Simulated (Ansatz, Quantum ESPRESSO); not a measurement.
# KI (Fm-3m): third-order response, part 3 of 3

Wanted: vibrational spectra of KI (Fm-3m) from linear and non-linear response.

Quantum ESPRESSO 8.0 development, patched; DFT LDA, scalar-relativistic, plane waves, PseudoDojo norm-conserving pseudopotentials.

So far. Step 5 (Linear response at Γ): The acoustic modes at Γ come out as far as 0.5 cm⁻¹ from zero, where they should vanish, a small numerical error; the Born charges miss their sum rule by 0.0011 e, which is good. Step 6 (Zone-centre analysis): The rule moves no optical mode by more than 0.1 cm⁻¹. The relaxed cell has a = 6.817 Å (conventional setting).

**8. Sum rules set otherwise (asr no)**

Without the rule the raw error of the acoustic modes shows.

File dynmat.in:

```
 &input
    fildyn='g.dyn',
    asr='no',
    fileig='dynmat.eig',
    lperm=.true.,
 /
```

Launch:

```sh
$ dynmat.x -in dynmat.in > dynmat.out
```

Output:

```text
[banner, memory and clock lines left out]
Program DYNMAT v.8.0dev

     Reading Dynamical Matrix from file g.dyn
     ...Force constants read
     ...epsilon and Z* read
     ...Raman cross sections read
     A direction for q was not specified:TO-LO splitting will be absent

     Polarizability (A^3 units)
     multiply by 0.585176 for Clausius-Mossotti correction (not under assume_isolated = 'mt')
        13.403511   -0.000000   -0.000000
        -0.000000   13.403511    0.000000
        -0.000000    0.000000   13.403511

     IR activities are in (D/A)^2/amu units

# mode   [cm-1]    [THz]      IR
    1      0.53    0.0158    0.0000
    2      0.53    0.0158    0.0000
    3      0.53    0.0158    0.0000
    4    114.79    3.4413    0.9451
    5    114.79    3.4413    0.9451
    6    114.79    3.4413    0.9451

Electronic dielectric permittivity tensor (relative, adimensional)
         3.126665   -0.000000   -0.000000
        -0.000000    3.126665    0.000000
        -0.000000    0.000000    3.126665

 ... with zone-center polar mode contributions
         5.058330    0.000000    0.000000
         0.000000    5.058330    0.000000
         0.000000    0.000000    5.058330
```

Wall time 0.58 s (1 thread of Intel Xeon Platinum 8375C at 2.90GHz (Ice Lake), shared host).

Numbers from this step:

* mean static dielectric constant: 5.058

Zone-centre frequencies as printed; negative means imaginary. Modes:

| mode | frequency (cm⁻¹) |
| --- | --- |
| 1 | 0.53 |
| 2 | 0.53 |
| 3 | 0.53 |
| 4 | 114.8 |
| 5 | 114.8 |
| 6 | 114.8 |

Against the first rule no mode moves by more than 0.6 cm⁻¹.

**9. Modes along a direction of q (1 0 0)**

A longitudinal polar mode sets up a macroscopic field that stiffens it; the term hangs on the direction from which q goes to zero.

File dynmat.in:

```
 &input
    fildyn='g.dyn',
    asr='simple',
    fileig='dynmat.eig',
    q(1)=1.0,
    q(2)=0.0,
    q(3)=0.0,
 /
```

Launch:

```sh
$ dynmat.x -in dynmat.in > dynmat.out
```

Output:

```text
[banner, memory and clock lines left out]
Program DYNMAT v.8.0dev

     Reading Dynamical Matrix from file g.dyn
     ...Force constants read
     ...epsilon and Z* read
     ...Raman cross sections read

     Polarizability (A^3 units)
     multiply by 0.585176 for Clausius-Mossotti correction (not under assume_isolated = 'mt')
        13.403511   -0.000000   -0.000000
        -0.000000   13.403511    0.000000
        -0.000000    0.000000   13.403511

     IR activities are in (D/A)^2/amu units

# mode   [cm-1]    [THz]      IR
    1     -0.00   -0.0000    0.0000
    2     -0.00   -0.0000    0.0000
    3      0.00    0.0000    0.0000
    4    114.78    3.4412    0.9456
    5    114.78    3.4412    0.9456
    6    146.01    4.3774    0.9456
```

Wall time 0.58 s (1 thread).

This step gave:

- highest mode moved by the LO-TO term: 146.0 cm⁻¹

Zone-centre frequencies as printed; negative means imaginary. Modes:

| mode | frequency (cm⁻¹) |
| --- | --- |
| 1 | 0 |
| 2 | 0 |
| 3 | 0 |
| 4 | 114.8 |
| 5 | 114.8 |
| 6 | 146 |

The field moves one mode, from 115 to 146 cm⁻¹; the others stay.

**10. Cross-check with Ansatz**

The same cell goes through another code at the same cutoff. The files are of one family, but Ansatz's library holds files of its own making for some heavy elements, so those for I may differ. Its k mesh is centred on Γ.

This step: DFT LDA, scalar-relativistic, plane waves, norm-conserving pseudopotentials of its library (PseudoDojo's, some remade) (Ansatz 0.2.0).

File input.yaml:

```yaml
crystal:
  lattice:
    - [-3.4085250211, 0.0, 3.4085250211]
    - [0.0, 3.4085250211, 3.4085250211]
    - [-3.4085250211, 3.4085250211, 0.0]
  atoms:
    - { symbol: K, position: [0.0, 0.0, 0.0] }
    - { symbol: I, position: [0.5, 0.5, 0.5] }
kpoints:
  mp_grid: { grid: [6, 6, 6] }
hamiltonian:
  xc: lda
  pseudopotentials: { kind: nc, accuracy: standard }
scf:
  occupations: { method: fixed }
output:
  eigenvalues: true
basis:
  ecutwfc: 979.61
phonons:
  method: dfpt
  dielectric: true
  rigid_motions: translations
  raman: true
```

Launch:

```sh
$ ansatz run input.yaml --threads 2 --pin off --max-ram 4096MiB --backend cpu --events-out ev --progress --plain --runs-dir out
```

Output:

```text
Engine: ansatz 0.2.0, x86_64-unknown-linux-gnu
Pseudopotentials: kind: nc
Pseudopotential: K, nc, valence charge 9, recommended cutoff 979.609905 eV (normal), K.nc.azcp (PseudoDojo's, or run here from an input of PseudoDojo's; its table is named by hamiltonian.pseudopotentials.accuracy)
Pseudopotential: I, nc, valence charge 7, recommended cutoff 952.398519 eV (normal), I.nc.azcp (PseudoDojo's, or run here from an input of PseudoDojo's; its table is named by hamiltonian.pseudopotentials.accuracy)
Functional definition: SPW92
  exchange = slater_x
  correlation = pw_c
Crystal: 2 atoms, lattice volume = 79.201 Å³
Basis set: ecut = 979.61 eV, 5577 PW (Γ), exchange–correlation on 100×100×100 points (8 copies of the dense FFT grid, shifted against one another)
Bands: 12, of which v1, the nominal top of the filled ones, is band 8 counted from 1 (7 counted from 0)
Symmetry: 48 space group operations
k-points: 30 of 216 (irreducible under 8 space group operations, time reversal used)
Non-local potential: K, projectors of the file, l = 0: 2, l = 1: 2, l = 2: 2
Non-local potential: I, projectors of the file, l = 0: 2, l = 1: 2, l = 2: 2, l = 3: 2
Initial density: superposition of atomic densities (chi_scale 0.1, normalization cell, long waves kept (reshape's long-wave potential 0.00 eV rms))
Initial wavefunctions: pseudopotential atomic-orbital guess
Functional: x = slater, c = lda
SCF iter   1: F=—  HF=-1171.863225 eV  |F-HF|=—  |Δ(HF+E_count)|=         —  Δρ=2.83e-2  dr2=1.08e0  ethr=3.10e-3  ⟨swp⟩=6.7  Hψ=2472  notcnv=0  defer=51
preconditioner: auto → none  [insulator: Δε(μ)=3.264 eV  Ē_g=13.958 eV  n_scr=14 (ndim 8)  ℏωp=15.6 eV  f_vac=0.000  ε∞_Penn≈2.3]
SCF iter   2: F=—  HF=-1171.352059 eV  |F-HF|=—  |Δ(HF+E_count)|=   5.11e-1  Δρ=5.86e-3  dr2=3.97e-2  ethr=3.10e-3  ⟨swp⟩=3.7  Hψ=1111  notcnv=0  defer=54
SCF iter   3: F=—  HF=-1171.340716 eV  |F-HF|=—  |Δ(HF+E_count)|=   1.13e-2  Δρ=2.84e-3  dr2=5.44e-3  ethr=2.48e-4  ⟨swp⟩=4.0  Hψ=691  notcnv=0  defer=56
SCF iter   4: F=—  HF=-1171.339745 eV  |F-HF|=—  |Δ(HF+E_count)|=   9.71e-4  Δρ=3.17e-4  dr2=1.39e-4  ethr=3.40e-5  ⟨swp⟩=3.4  Hψ=482  notcnv=0  defer=59
SCF iter   5: F=—  HF=-1171.339771 eV  |F-HF|=—  |Δ(HF+E_count)|=   2.61e-5  Δρ=6.88e-5  dr2=4.93e-6  ethr=8.67e-7  ⟨swp⟩=3.2  Hψ=674  notcnv=0  defer=58
SCF iter   6: F=—  HF=-1171.339767 eV  |F-HF|=—  |Δ(HF+E_count)|=   3.76e-6  Δρ=2.43e-5  dr2=7.59e-7  ethr=3.08e-8  ⟨swp⟩=2.1  Hψ=580  notcnv=0  defer=58
SCF iter   7: F=—  HF=-1171.339748 eV  |F-HF|=—  |Δ(HF+E_count)|=   1.94e-5  Δρ=6.39e-6  dr2=5.48e-8  ethr=4.75e-9  ⟨swp⟩=2.4  Hψ=564  notcnv=0  defer=52
SCF iter   8: F=—  HF=-1171.339748 eV  |F-HF|=—  |Δ(HF+E_count)|=   2.40e-8  Δρ=1.15e-6  dr2=1.17e-9  ethr=3.42e-10  ⟨swp⟩=2.4  Hψ=604  notcnv=0  defer=52
SCF iter   9: F=-1171.339748 eV  HF=-1171.339748 eV  |F-HF|=2.27e-12  |Δ(HF+E_count)|=  3.32e-10  Δρ=8.83e-8  dr2=4.11e-12  ethr=1.00e-12  ⟨swp⟩=16.1  Hψ=3871  notcnv=0
SCF 1 converged in 9 iterations: F = -1171.339748 eV  dr2 = 4.11e-12
NSCF: frozen V_eff on 3 k-points
DFPT response loops at Γ: preconditioner auto → none (the input reference at scf.mixing.eps_inf says where Resta's filter doesn't serve); β = 0.50; Broyden in place of MSR1
── the response to a field inside a basis, on 8×8×8 k-points: an SCF that follows is theirs, and a resumed run solves both again ──
Bands: 9, of which v1, the nominal top of the filled ones, is band 8 counted from 1 (7 counted from 0)
k-points: 60 of 512 (irreducible under 12 space group operations)
Initial density: handed on by an earlier stage of this run
Initial wavefunctions: pseudopotential atomic-orbital guess (no wavefunctions were taken with the density)
Eigensolver: Dense (60 Hₖ)
SCF iter   1: F=—  HF=-1171.337909 eV  |F-HF|=—  |Δ(HF+E_count)|=         —  Δρ=4.22e-5  dr2=2.29e-7  ethr=1.00e-1
preconditioner: auto → none  [insulator: Δε(μ)=4.010 eV  Ē_g=12.286 eV  n_scr=14 (ndim 8)  ℏωp=15.6 eV  f_vac=0.010  ε∞_Penn≈2.6]
SCF iter   2: F=—  HF=-1171.337909 eV  |F-HF|=—  |Δ(HF+E_count)|=   1.89e-7  Δρ=2.08e-5  dr2=4.96e-8  ethr=1.43e-9
SCF iter   3: F=—  HF=-1171.337909 eV  |F-HF|=—  |Δ(HF+E_count)|=   7.06e-8  Δρ=2.55e-6  dr2=2.70e-9  ethr=3.10e-10
SCF iter   4: F=-1171.337909 eV  HF=-1171.337909 eV  |F-HF|=2.27e-12  |Δ(HF+E_count)|=  7.19e-11  Δρ=1.12e-7  dr2=5.23e-12  ethr=1.69e-11
SCF 1 converged in 4 iterations: F = -1171.337909 eV  dr2 = 5.23e-12
DFPT response loops at Γ: mixed as the last ones told, above
DFPT response loops at Γ: mixed as the last ones told, above
SCF converged after 9 iterations
Free energy (F): -1171.339748 eV
Harris-Foulkes:  -1171.339748 eV  (|F-HF|=2.27e-12)
Internal energy: -1171.339748 eV  (E = F + TS)
E sigma→0 (E₀):  -1171.339748 eV
Fermi energy:    1.911776 eV
--- Per-component energies (eV) ---
  E_band       = -121.569362
  E_kinetic    = 366.552351
  E_local      = -902.493494  (includes V_loc(G=0)·N_el)
  E_nonlocal   = 172.313143
  E_hartree    = 245.115003
  E_xc         = -278.311888
  E_vxc        = -248.171368  (∫ρ·V_xc dr)
  E_ewald      = -774.514863
  E_smearing   = -0.000000  (= −TS)
  E_closure    = 0.000000  (closes the sum)
  Σ components = -1171.339748   (vs F -1171.339748, Δ=0.00e0)
--- Band table (eV; the first three rows and the last of 30) ---
  k-point 0: bands = [... 4 lower, -8.8883, 1.9118, 1.9118, 1.9118, 5.7782, 8.1471, 8.1471, 8.1471]
  k-point 1: bands = [... 4 lower, -8.7425, 1.3720, 1.7863, 1.7863, 6.4827, 8.0960, 8.4725, 8.4725]
  k-point 2: bands = [... 4 lower, -8.4992, 0.5814, 1.5589, 1.5589, 7.1344, 8.9700, 9.2803, 9.2803]
  k-point 29: bands = [... 4 lower, -8.6941, 0.7031, 1.4697, 1.4697, 6.4110, 7.6537, 9.9768, 10.7584]
--- Phonons (Γ-DFPT): 2 representative perturbations + reference, on 30 of 216 k-points (Σ response iterations 7) ---
  k mesh reduced under 8 symmetry operations, with k and −k counted as one. Each operation leaves every solved perturbation unchanged. A smaller set is not considered because the run solves the response to a homogeneous field
  ASR residual: 2.369e-4 → 0.000e0 eV/Å²; symmetrization residual: 1.486e-6 eV/Å²
  ASR residual per site (eV/Å²): 2.37e-4 2.53e-5
  Γ frequencies (cm⁻¹): 0.00 0.00 0.00 114.71 114.71 114.71
  ε∞ (high-frequency dielectric tensor):
        3.124555    -0.000000    -0.000000
       -0.000000     3.124555     0.000000
       -0.000000     0.000000     3.124555
  ε⁰ (static dielectric tensor: ions relaxed, cell fixed):
        5.056308    -0.000000    -0.000000
       -0.000000     5.056308     0.000000
       -0.000000     0.000000     5.056308
  ε⁰ − ε∞ (ionic part):
        1.931753     0.000000    -0.000000
        0.000000     1.931753     0.000000
       -0.000000     0.000000     1.931753
  softest optical mode at Γ: 114.71 cm⁻¹; the repairs (sum rule, projections) moved no ω² at Γ by more than (1.31 cm⁻¹)²
  Born effective charges Z* (e; rows j = field, columns β = displacement):
    site 0:
         1.10587    0.00000    0.00000
        -0.00000    1.10587   -0.00000
        -0.00000    0.00000    1.10587
    site 1:
        -1.10587   -0.00000   -0.00000
         0.00000   -1.10587    0.00000
         0.00000   -0.00000   -1.10587
  Z* charge neutrality: 5.127e-4 e pre-enforcement
  solved inside a basis spanned on kpoints, on 8×8×8 k-points: ε∞ is read to err by 6.4e-3, Z* by 9.7e-3 e (field_mesh: kpoints solves on kpoints); Z* is corrected for what the basis lacks
  Raman tensors (in the event stream and the table raman_tensors.tsv): an entry may err by 1.1e-3 Å², one of the second-order susceptibility by 7.5e-20 pm/V (basis, points and sum rule); their sum over the sites missed zero by 1.228e-20 Å² ahead of its enforcement
  optical modes at Γ without the LO–TO term, one row a degenerate level:
      ω (cm⁻¹)  modes    IR ((D/Å)²/amu)  static Raman (Å⁴/amu)  depolarisation
        114.71      3             2.8318                 0.0000               —
  optical modes at Γ + LO–TO along q̂ = [1.0000, 0.0000, 0.0000]:
      ω (cm⁻¹)  modes    IR ((D/Å)²/amu)  static Raman (Å⁴/amu)  depolarisation
        114.71      2             1.8879                 0.0000               —
        145.93      1             0.9439                 0.0000               —
  optical modes at Γ + LO–TO along q̂ = [0.0000, 1.0000, 0.0000]:
      ω (cm⁻¹)  modes    IR ((D/Å)²/amu)  static Raman (Å⁴/amu)  depolarisation
        114.71      2             1.8879                 0.0000               —
        145.93      1             0.9439                 0.0000               —
  optical modes at Γ + LO–TO along q̂ = [0.0000, 0.0000, 1.0000]:
      ω (cm⁻¹)  modes    IR ((D/Å)²/amu)  static Raman (Å⁴/amu)  depolarisation
        114.71      2             1.8879                 0.0000               —
        145.93      1             0.9439                 0.0000               —
```

It took 2.3 min on 2 threads; peak memory 1.1 GiB; 4.5 min of CPU time.

Read from the output:

```yaml
sum_rule_residual_before_enforcement: 2.37e-4 eV/Å²
miss_of_the_charge_sum_rule: 5.13e-4 e
estimated_error_of_the_dielectric_tensor: 0.006440
estimated_error_of_the_born_charges: 0.009723 e
highest_optical_zone_centre_mode_no_lo_to_term: 114.7 cm⁻¹
lowest_optical_zone_centre_mode: 114.7 cm⁻¹
mean_high_frequency_dielectric_constant: 3.125
largest_born_charge_in_size_third_of_the_trace: 1.106 e
mean_static_dielectric_constant: 5.056
highest_mode_moved_by_the_lo_to_term: 145.9 cm⁻¹
```

Transverse modes. Lines of the infrared spectrum (strongest = 100):

| position (cm⁻¹) | label | IR intensity ((D/Å)²/amu), degenerate modes summed, relative |
| --- | --- | --- |
| 115 | T1u | 100 |

**11. The two compared: QE PseudoDojo and Ansatz, library NC**

Worked out from the results:

* root-mean-square difference: 0.07 cm⁻¹
* largest difference: 0.07 cm⁻¹

Frequencies side by side, by row:

| q (reciprocal lattice) | mode | QE PseudoDojo (cm⁻¹) | Ansatz, library NC (cm⁻¹) |
| --- | --- | --- | --- |
| 0 0 0 | 1 | 0 | 0 |
| 0 0 0 | 2 | 0 | 0 |
| 0 0 0 | 3 | 0 | 0 |
| 0 0 0 | 4 | 114.8 | 114.7 |
| 0 0 0 | 5 | 114.8 | 114.7 |
| 0 0 0 | 6 | 114.8 | 114.7 |

The two runs side by side. Further quantities:

| quantity | QE PseudoDojo | Ansatz, library NC |
| --- | --- | --- |
| mean ε∞ | 3.127 | 3.125 |
| largest Born charge in size (e; the first before, the second after the charge sum rule) | 1.107 | 1.106 |
| summed IR intensity ((D/Å)²/amu) | 2.837 | 2.832 |

At the zone centre the largest difference (acoustic modes at Γ apart) is 0.06 % of the highest mode.

**12. Results**

- space group after relaxation: Fm-3m
- volume per atom: 39.6 Å³
- gap on the k-mesh: 3.87 eV
- highest optical zone-centre mode (no LO-TO term): 114.8 cm⁻¹
- highest mode moved by the LO-TO term: 146.0 cm⁻¹
- mean high-frequency dielectric constant: 3.13
- largest Born charge in size (third of the trace): 1.11 e
- mean static dielectric constant: 5.06
- imaginary optical modes at the zone centre (no q mesh in this session): none
- largest difference from Ansatz, library NC: 0.07 cm⁻¹

No mode is Raman active in this structure; the strongest infrared line lies at 115 cm⁻¹. At the LDA level the optical modes of KI (Fm-3m) at the zone centre (no LO-TO term) lie at 115 cm⁻¹. Along the directions run, the highest mode that the macroscopic field moves lies at 146 cm⁻¹. Lattice motion raises the mean dielectric constant from 3.127 to 5.059. The Born charge of I is -1.107 e against a formal charge of -1, somewhat above it. The Lyddane-Sachs-Teller relation holds: (ωLO/ωTO)² is 1.62 and ε₀/ε∞ is 1.62. QE PseudoDojo and Ansatz, library NC agree to 0.07 cm⁻¹ (0.06 % of the highest mode compared) on all solved modes but the acoustic ones at Γ, without the LO-TO term. These are harmonic frequencies at zero temperature: anharmonic shifts and linewidths and thermal expansion are left out. Spin-orbit coupling is left out, which can matter for the heavy elements here. The build is a development version in which the Raman tensors of release 7.5 are mended; dynmat.x leaves out the electro-optic term of LO lines.

[Host names and launcher messages were left out of these logs when they were recorded.]

[Logs are printed without paths, hosts, clocks, repeated set-up lines and the standing remarks that a program may print on its own settings, such as how far it seeks lower states.]

[Hosts, paths, dates, database ids (printed as entryN), source tags and the programs' standing remarks are cut or masked in the printed files.]
